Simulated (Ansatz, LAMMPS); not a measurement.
# Relaxing amorphous 33HfO2-67Al2O3 (mol %) (104 atoms)

How does amorphous 33HfO2-67Al2O3 (mol %) (104 atoms) relax, and what do bonds, charges and levels look like afterwards?

Method: Kohn-Sham DFT, PBE, PAW (set soft_2), plane waves, in Ansatz 0.2.0.

### 1. The structure

The cell holds 104 atoms: 8 Hf, 32 Al and 64 O. Its edges and angles: a = 10.677 Å, b = 10.677 Å, c = 10.677 Å, α = 90.0°, β = 90.0°, γ = 90.0°. 104 atoms (8 Zr, 32 Al, 64 O) placed at random at 3.57 g/cm³, melted at 5000 K for 10 ps at fixed volume with the Morse and Coulomb pair potential with partial charges (Pedone, Malavasi, Menziani, Cormack and Segre, J. Phys. Chem. B 110, 11780 (2006)). Quenched from 5000 K to 300 K at 50 K/ps and fixed volume, held 5 ps, then minimised at fixed cell. Then Zr was replaced by Hf (the potential has no terms for the new elements, so the cell is a start for a DFT relaxation).

What the set-up can't give: The quench rate of 50 K/ps is many orders above laboratory rates, so the cell is likely richer in defects and strain than a real sample. The network of bonds at the start is that of the classical potential that made the cell. Only the Γ point is sampled in the main run, in a cell whose shortest periodic width is 11 Å. No spin–orbit coupling is included, so levels derived from the heavy atoms are approximate.

### 2. The classical run that made the cell

A classical potential makes the cell, at a small fraction of what the same run would cost in DFT.

This step: classical MD, Morse and Coulomb pair potential with partial charges (Pedone, Malavasi, Menziani, Cormack and Segre, J. Phys. Chem. B 110, 11780 (2006)) (LAMMPS 22 Jul 2025 - Update 4).

File in.lmp:

```
# melt-quench of Zr8Al32O64
units metal
atom_style charge
boundary p p p
region box block 0 10.6770 0 10.6770 0 10.6770
create_box 3 box
mass 1 91.2240   # Zr
mass 2 26.9815   # Al
mass 3 15.9990   # O
create_atoms 1 random 8 40971 NULL overlap 1.5 maxtry 2000
create_atoms 2 random 32 40978 NULL overlap 1.5 maxtry 2000
create_atoms 3 random 64 40985 NULL overlap 1.5 maxtry 2000
pair_style hybrid/overlay pedone 5.5 coul/long 8.0
pair_coeff * * coul/long
pair_coeff 1 3 pedone 0.206237 2.479675 2.436997 1   # Zr-O
pair_coeff 2 3 pedone 0.361581 1.900442 2.164818 0.9   # Al-O
pair_coeff 3 3 pedone 0.042395 1.379316 3.618701 22   # O-O
set type 1 charge 2.4
set type 2 charge 1.8
set type 3 charge -1.2
kspace_style pppm 1.0e-4
neigh_modify delay 0 every 1 check yes
thermo_style custom step time temp pe press density
thermo_modify norm yes
timestep 0.002
thermo 100
min_style cg
minimize 1e-4 1e-4 200 2000
reset_timestep 0
velocity all create 5000 40972 mom yes dist gaussian
fix lim all nve/limit 0.05
fix lan all langevin 5000 5000 0.2 40973 zero yes
thermo 500
run 1000 post no
# [... 10 lines left out ...]
thermo 1250
fix md all nvt temp 300 300 0.2
run 2500 post no
unfix md
thermo 100
min_style cg
minimize 0 1e-3 2000 20000
write_dump all custom glass.dump id type xs ys zs modify sort id
```

Started as:

```sh
> lmp -in in.lmp -log none -nocite
```

Numbers of over 12 decimals in the logs are rounded to 6 here.

What it wrote:

```text
LAMMPS (22 Jul 2025 - Update 4)
Created orthogonal box = (0 0 0) to (10.677 10.677 10.677)
Created 8 atoms
Created 32 atoms
Created 64 atoms
PPPM initialization ...
  G vector (1/distance) = 0.38432391
  grid = 12 12 12
  estimated relative force accuracy = 5.3332391e-05
   Step          Time           Temp          PotEng         Press         Density
         0   0              0              0.4373447      1085964.9      3.5704884
        77   0.154          0             -13.81289      -43968.974      3.5704884
Loop time of 0.0667707 s on 1 MPI rank(s) for 77 steps with 104 atoms
Minimization stats:
  Stopping criterion = energy tolerance
  Energy initial, next-to-last, final =
      0.43734470431808  -13.8117006947681  -13.8128895429907
  Force two-norm initial, final = 358.96262 2.0890023
  Iterations, force evaluations = 77 98
   Step          Time           Temp          PotEng         Press         Density
[... 12 lines left out ...]
[... 1 line left out ...]
Loop time of 2.73875 s on 1 MPI rank(s) for 5000 steps with 104 atoms
   Step          Time           Temp          PotEng         Press         Density
[... 12 lines left out ...]
Loop time of 24.3895 s on 1 MPI rank(s) for 47000 steps with 104 atoms
   Step          Time           Temp          PotEng         Press         Density
[... 2 lines left out ...]
     55000   110            312.99864     -13.903123     -64921.853      3.5704884
     55500   111            369.11521     -13.904036     -61674.677      3.5704884
Loop time of 1.1929 s on 1 MPI rank(s) for 2500 steps with 104 atoms
   Step          Time           Temp          PotEng         Press         Density
     55500   111            369.11521     -13.904036     -61674.677      3.5704884
     55510   111.02         369.11521     -13.941262     -73752.319      3.5704884
Loop time of 0.0347487 s on 1 MPI rank(s) for 10 steps with 104 atoms
Minimization stats:
  Stopping criterion = linesearch alpha is zero
  Energy initial, next-to-last, final =
     -13.9040356558748  -13.9412622245548  -13.9412622245548
  Force two-norm initial, final = 12.114473 0.93550903
  Iterations, force evaluations = 10 55
```

It took 29 s on 1 thread of Arm Neoverse V1, shared host; peak memory 0.072 GiB.

### 3. Single point at the start

The forces at the start show how far the geometry lies from a minimum of this functional.

File input.yaml:

```yaml
crystal:
  lattice:
    - [10.677, 0.0, 0.0]
    - [0.0, 10.677, 0.0]
    - [0.0, 0.0, 10.677]
  atoms:
    - { symbol: Hf, position: [0.3709, 0.51277, 0.57813] }
    - { symbol: Hf, position: [0.22439, 0.02876, 0.54895] }
    - { symbol: Hf, position: [0.7177, 0.12673, 0.29944] }
    - { symbol: Hf, position: [0.90487, 0.82738, 0.62359] }
    - { symbol: Hf, position: [0.15669, 0.74606, 0.78572] }
    - { symbol: Hf, position: [0.40609, 0.98872, 0.80763] }
    - { symbol: Hf, position: [0.66144, 0.39932, 0.26113] }
    - { symbol: Hf, position: [0.70117, 0.60797, 0.54406] }
    - { symbol: Al, position: [0.64599, 0.93344, 0.58023] }
    - { symbol: Al, position: [0.0178, 0.96627, 0.34873] }
    - { symbol: Al, position: [0.97531, 0.01769, 0.12419] }
    - { symbol: Al, position: [0.83609, 0.32497, 0.53965] }
    - { symbol: Al, position: [0.48066, 0.61963, 0.2842] }
    - { symbol: Al, position: [0.20799, 0.61938, 0.05296] }
    - { symbol: Al, position: [0.38965, 0.08974, 0.0697] }
    - { symbol: Al, position: [0.42178, 0.22937, 0.40391] }
    - { symbol: Al, position: [0.7433, 0.12986, 0.74798] }
    - { symbol: Al, position: [0.12998, 0.32786, 0.46731] }
    - { symbol: Al, position: [0.28561, 0.44835, 0.87056] }
    - { symbol: Al, position: [0.79154, 0.61168, 0.12967] }
    - { symbol: Al, position: [0.38488, 0.92737, 0.33959] }
    - { symbol: Al, position: [0.14758, 0.16886, 0.94523] }
    - { symbol: Al, position: [0.22804, 0.69851, 0.35968] }
    - { symbol: Al, position: [0.39146, 0.37607, 0.10979] }
    - { symbol: Al, position: [0.00845, 0.13895, 0.67743] }
    - { symbol: Al, position: [0.68929, 0.00297, 0.00316] }
    - { symbol: Al, position: [0.45787, 0.25873, 0.6801] }
    - { symbol: Al, position: [0.0448, 0.43836, 0.92714] }
    - { symbol: Al, position: [0.55397, 0.74135, 0.97734] }
    - { symbol: Al, position: [0.21683, 0.85789, 0.12541] }
    - { symbol: Al, position: [0.79248, 0.2828, 0.98868] }
    - { symbol: Al, position: [0.17721, 0.19917, 0.2491] }
    - { symbol: Al, position: [0.47141, 0.72083, 0.7404] }
    - { symbol: Al, position: [0.03578, 0.55635, 0.52067] }
    - { symbol: Al, position: [0.59481, 0.46226, 0.95117] }
    - { symbol: Al, position: [0.81028, 0.48936, 0.76653] }
    - { symbol: Al, position: [0.91853, 0.70019, 0.34558] }
    - { symbol: Al, position: [0.8588, 0.81115, 0.9301] }
    - { symbol: Al, position: [0.98954, 0.41833, 0.18] }
    - { symbol: Al, position: [0.64216, 0.82693, 0.24022] }
    - { symbol: O, position: [0.62425, 0.56304, 0.36887] }
    - { symbol: O, position: [0.07401, 0.89703, 0.19462] }
    - { symbol: O, position: [0.79562, 0.64848, 0.71818] }
    - { symbol: O, position: [0.43564, 0.80892, 0.88588] }
    - { symbol: O, position: [0.87838, 0.61213, 0.47472] }
    - { symbol: O, position: [0.18782, 0.77969, 0.98406] }
    - { symbol: O, position: [0.51114, 0.8287, 0.33927] }
    - { symbol: O, position: [0.85861, 0.20239, 0.65065] }
    - { symbol: O, position: [0.74453, 0.4339, 0.61991] }
    - { symbol: O, position: [0.7703, 0.97087, 0.69731] }
    - { symbol: O, position: [0.66101, 0.97937, 0.17758] }
    - { symbol: O, position: [0.06796, 0.31925, 0.27446] }
    - { symbol: O, position: [0.24817, 0.90875, 0.71164] }
    - { symbol: O, position: [0.93832, 0.34935, 0.02811] }
    - { symbol: O, position: [0.1355, 0.07373, 0.36343] }
    - { symbol: O, position: [0.46675, 0.46058, 0.22544] }
    - { symbol: O, position: [0.45675, 0.33539, 0.53089] }
    - { symbol: O, position: [0.49812, 0.34097, 0.99301] }
    - { symbol: O, position: [0.28533, 0.0734, 0.94018] }
    - { symbol: O, position: [0.75575, 0.1382, 0.91502] }
    - { symbol: O, position: [0.32363, 0.22614, 0.14337] }
    - { symbol: O, position: [0.86391, 0.66804, 0.00432] }
    - { symbol: O, position: [0.36282, 0.61452, 0.40555] }
    - { symbol: O, position: [0.94821, 0.84468, 0.41945] }
    - { symbol: O, position: [0.09347, 0.12667, 0.09978] }
    - { symbol: O, position: [0.68387, 0.83977, 0.94807] }
    - { symbol: O, position: [0.51818, 0.04044, 0.97304] }
    - { symbol: O, position: [0.86086, 0.5021, 0.23105] }
    - { symbol: O, position: [0.33002, 0.50852, 0.02187] }
    - { symbol: O, position: [0.07969, 0.63929, 0.35982] }
    - { symbol: O, position: [0.35728, 0.12732, 0.6769] }
    - { symbol: O, position: [0.33909, 0.96402, 0.17596] }
    - { symbol: O, position: [0.04336, 0.13487, 0.83077] }
    - { symbol: O, position: [0.15917, 0.56438, 0.8733] }
    - { symbol: O, position: [0.55226, 0.71978, 0.13898] }
    - { symbol: O, position: [0.05915, 0.69229, 0.621] }
    - { symbol: O, position: [0.66636, 0.03602, 0.4606] }
    - { symbol: O, position: [0.97212, 0.81974, 0.81236] }
    [... 20 atom lines left out ...]
    - { symbol: O, position: [0.87636, 0.94884, 0.02546] }
    - { symbol: O, position: [0.67301, 0.50533, 0.09308] }
    - { symbol: O, position: [0.08864, 0.51939, 0.09749] }
    - { symbol: O, position: [0.26593, 0.71105, 0.19492] }
    - { symbol: O, position: [0.37697, 0.39876, 0.74734] }
    - { symbol: O, position: [0.72404, 0.79928, 0.53364] }
kpoints:
  mp_grid: { grid: [1, 1, 1] }
hamiltonian:
  xc: pbe
scf:
  occupations: { method: fermi_dirac, width: 0.025 }
output:
  forces: true
```

Started as:

```sh
> ansatz run input.yaml --threads 4 --pin off --max-ram 8192MiB --backend cpu --events-out ev --progress --plain --runs-dir out
```

What it wrote:

```text
Engine: ansatz 0.2.0, aarch64-unknown-linux-gnu
Pseudopotentials: kind: paw
Pseudopotential: Hf, paw, valence charge 26, recommended cutoff 420 eV (normal), Hf.paw.azcp
Pseudopotential: Al, paw, valence charge 3, recommended cutoff 420 eV (normal), Al.paw.azcp
Pseudopotential: O, paw, valence charge 6, recommended cutoff 420 eV (normal), O.paw.azcp
[... 5 lines on functional and potentials left out ...]
Crystal: 104 atoms, lattice volume = 1217.160 Å³
Basis set: ecut = 420 eV, 23847 PW (Γ), exchange–correlation on 144×144×144 points (8 copies of the dense FFT grid, shifted against one another)
Bands: 448, of which v1, the nominal top of the filled ones, is band 344 counted from 1 (343 counted from 0)
Symmetry: 1 space group operations
Space group: P1 (ITA 1), of the structure as read, at distance tolerance 1.1e-4 Å
k-points: 1
[... 7 lines on functional and potentials left out ...]
Initial density: superposition of atomic densities (neutral atoms: chi_scale 0, normalization atom), corrected by the library's trained network
Initial wavefunctions: pseudopotential atomic-orbital guess
Functional: x = pbe(κ = 0.804, μ = 0.219515), c = pbe(β = 0.066725)
SCF iter   1: F=—  HF=-179431.881560 eV  |F-HF|=—  |Δ(HF+E_count)|=         —  Δρ=2.93e-3  dr2=1.36e-1  ethr=1.77e-3  ⟨swp⟩=6.0  Hψ=1720  notcnv=0  defer=78
preconditioner: auto → Resta (q_TF=auto, 2.481 Å⁻¹)  ε∞=4.2  [insulator: Δε(μ)=3.467 eV  Ē_g=14.830 eV  σ=0.025 eV  W_gap=1.00  n_scr=304 (ndim 8)  ℏωp=26.6 eV  f_vac=0.049  D(μ)=0.00/eV (n_scr^D=0)  ε∞_Penn≈4.2]
SCF iter   2: F=—  HF=-179431.877680 eV  |F-HF|=—  |Δ(HF+E_count)|=   3.88e-3  Δρ=1.50e-3  dr2=3.35e-2  ethr=1.97e-5  ⟨swp⟩=2.0  Hψ=832  notcnv=0  defer=100
SCF iter   3: F=—  HF=-179431.878114 eV  |F-HF|=—  |Δ(HF+E_count)|=   4.33e-4  Δρ=6.68e-4  dr2=9.94e-3  ethr=4.87e-6  ⟨swp⟩=2.0  Hψ=602  notcnv=0  defer=51
automatic band count: iteration 3 solves 399 bands in place of 448: the levels show a gap, and the empty bands left out lie too high to hold charge; the band table lists the bands solved (type scf.n_extra_bands for more)
SCF iter   4: F=—  HF=-179431.877234 eV  |F-HF|=—  |Δ(HF+E_count)|=   8.79e-4  Δρ=2.26e-4  dr2=7.73e-4  ethr=1.45e-6  ⟨swp⟩=2.0  Hψ=605  notcnv=0  defer=51
SCF iter   5: F=—  HF=-179431.877313 eV  |F-HF|=—  |Δ(HF+E_count)|=   7.84e-5  Δρ=1.57e-4  dr2=2.71e-4  ethr=1.12e-7  ⟨swp⟩=2.0  Hψ=692  notcnv=0  defer=51
SCF iter   6: F=—  HF=-179431.877298 eV  |F-HF|=—  |Δ(HF+E_count)|=   1.52e-5  Δρ=3.55e-5  dr2=1.66e-5  ethr=3.94e-8  ⟨swp⟩=2.0  Hψ=692  notcnv=0  defer=51
SCF iter   7: F=—  HF=-179431.878834 eV  |F-HF|=—  |Δ(HF+E_count)|=   1.54e-3  Δρ=1.97e-5  dr2=4.36e-6  ethr=2.42e-9  ⟨swp⟩=2.0  Hψ=742  notcnv=0  defer=51
SCF iter   8: F=—  HF=-179431.878836 eV  |F-HF|=—  |Δ(HF+E_count)|=   1.96e-6  Δρ=9.82e-6  dr2=1.14e-6  ethr=6.34e-10  ⟨swp⟩=2.0  Hψ=692  notcnv=0  defer=51
SCF iter   9: F=—  HF=-179431.878837 eV  |F-HF|=—  |Δ(HF+E_count)|=   4.61e-7  Δρ=2.60e-6  dr2=1.00e-7  ethr=1.66e-10  ⟨swp⟩=2.0  Hψ=686  notcnv=0  defer=51
SCF iter  10: F=-179431.878837 eV  HF=-179431.878837 eV  |F-HF|=1.63e-9  |Δ(HF+E_count)|=   7.64e-8  Δρ=1.73e-6  dr2=3.53e-8  ethr=1.45e-11  ⟨swp⟩=4.0  Hψ=1317  notcnv=0
SCF 1 converged in 10 iterations: F = -179431.878837 eV  dr2 = 3.53e-8
  greatest PAW one-centre occupation: 0.999 electrons in one spin orbital (limit 2), on the Hf atom at site 7 (counted from 0), in its partial waves of l = 0
SCF converged after 10 iterations
Free energy (F): -179431.878837 eV
Harris-Foulkes:  -179431.878837 eV  (|F-HF|=1.63e-9)
Internal energy: -179431.878837 eV  (E = F + TS)
E sigma→0 (E₀):  -179431.878837 eV
Fermi energy:    8.606162 eV
--- Per-component energies (eV) ---
  E_band       = -2382.666662
  E_kinetic    = 15515.591258
  E_local      = -97231.797368  (includes V_loc(G=0)·N_el)
  E_nonlocal   = -6559.574820
  E_hartree    = 43034.155343
  E_xc         = -8440.342445
  E_vxc        = -9141.323678  (∫ρ·V_xc dr)
  E_paw        = -80523.010300  (= ΣΔE_a)
  E_vpaw       = 8965.955325  (= ΣTr[D̂ρ^β])
  E_aug_tail   = 0.160662  (compensation charges beyond the density's cutoff)
  E_ewald      = -45227.061167
  E_smearing   = -0.000000  (= −TS)
  E_closure    = 0.000000  (closes the sum)
  Σ components = -179431.878837   (vs F -179431.878837, Δ=0.00e0)
--- Forces (eV/Å), atoms counted from 1 ---
  atom   1  Hf    -0.27633956     0.16317916    -0.19117258
  atom   2  Hf     0.04645482     0.64297963     0.47640980
  atom   3  Hf    -0.15008466    -1.55651759     1.75556084
  atom   4  Hf    -0.29983058    -0.39284089    -0.02701612
  atom   5  Hf    -0.30896409     0.09238817    -0.51947718
  atom   6  Hf     0.28411742     0.40942005    -0.43505064
  atom   7  Hf    -0.46204443     0.25788101    -0.69399903
  atom   8  Hf     0.14004711     0.73482233     0.68207347
  atom   9  Al     0.04041835     0.06353872     1.01796649
  atom  10  Al     0.25110925     0.21247219    -0.66144301
  atom  11  Al     0.44154547    -0.15710945     0.45295404
  atom  12  Al    -0.39206101    -0.15620215     0.03585940
  atom  13  Al     0.51163148     0.50928140    -0.37986545
  atom  14  Al    -0.08841317     0.19635030    -0.06277247
[...]
atom 103  O      0.74695151    -0.36093776    -0.92166822
  atom 104  O      0.65123802    -1.07139110    -0.17372840
  max |Σ_I F_I| component: 9.85e-5 eV/Å
```

It took 16 s on 4 threads of Arm Neoverse V1, shared host; peak memory 1.8 GiB; 61 s of CPU time.

The run gave:

| Item | Value |
| --- | --- |
| free energy | -179431.8788 eV |
| free energy per atom | -1725.3065 eV/atom |
| SCF cycles | 10 |
| r.m.s. force component | 0.5305 eV/Å |
| longest force | 2.644 eV/Å |
| Fermi energy | 8.606 eV |

The r.m.s. force component of 0.53 eV/Å sets the starting point.

Neighbours are counted within 2.43 Å (O-Al), 2.82 Å (O-Hf).

Length of the force by element and coordination:

```csv
element,coordination,atoms,mean length of the force (eV/Å),spread,least,most
Al,all,32,0.650,0.280,0.199,1.37
Al,4,24,0.654,0.291,0.199,1.37
Al,5,8,0.636,0.246,0.224,0.920
Hf,all,8,0.897,0.582,0.373,2.35
Hf,6,5,1.00,0.705,0.373,2.35
Hf,7,2,0.837,0.0356,0.802,0.873
Hf,8,1,0.495,0,0.495,0.495
O,all,64,0.877,0.458,0.246,2.64
O,2,6,1.17,0.752,0.300,2.64
O,3,56,0.855,0.409,0.246,1.97
O,4,2,0.631,0.0677,0.563,0.698
```

(Continued in part 2 of 4.)

[Logs are printed without paths, hosts, clocks, repeated set-up lines and the standing remarks that a program may print on its own settings, such as how far it seeks lower states.]

[Hosts, paths, dates, database ids (printed as entryN), source tags and the programs' standing remarks are cut or masked in the printed files.]
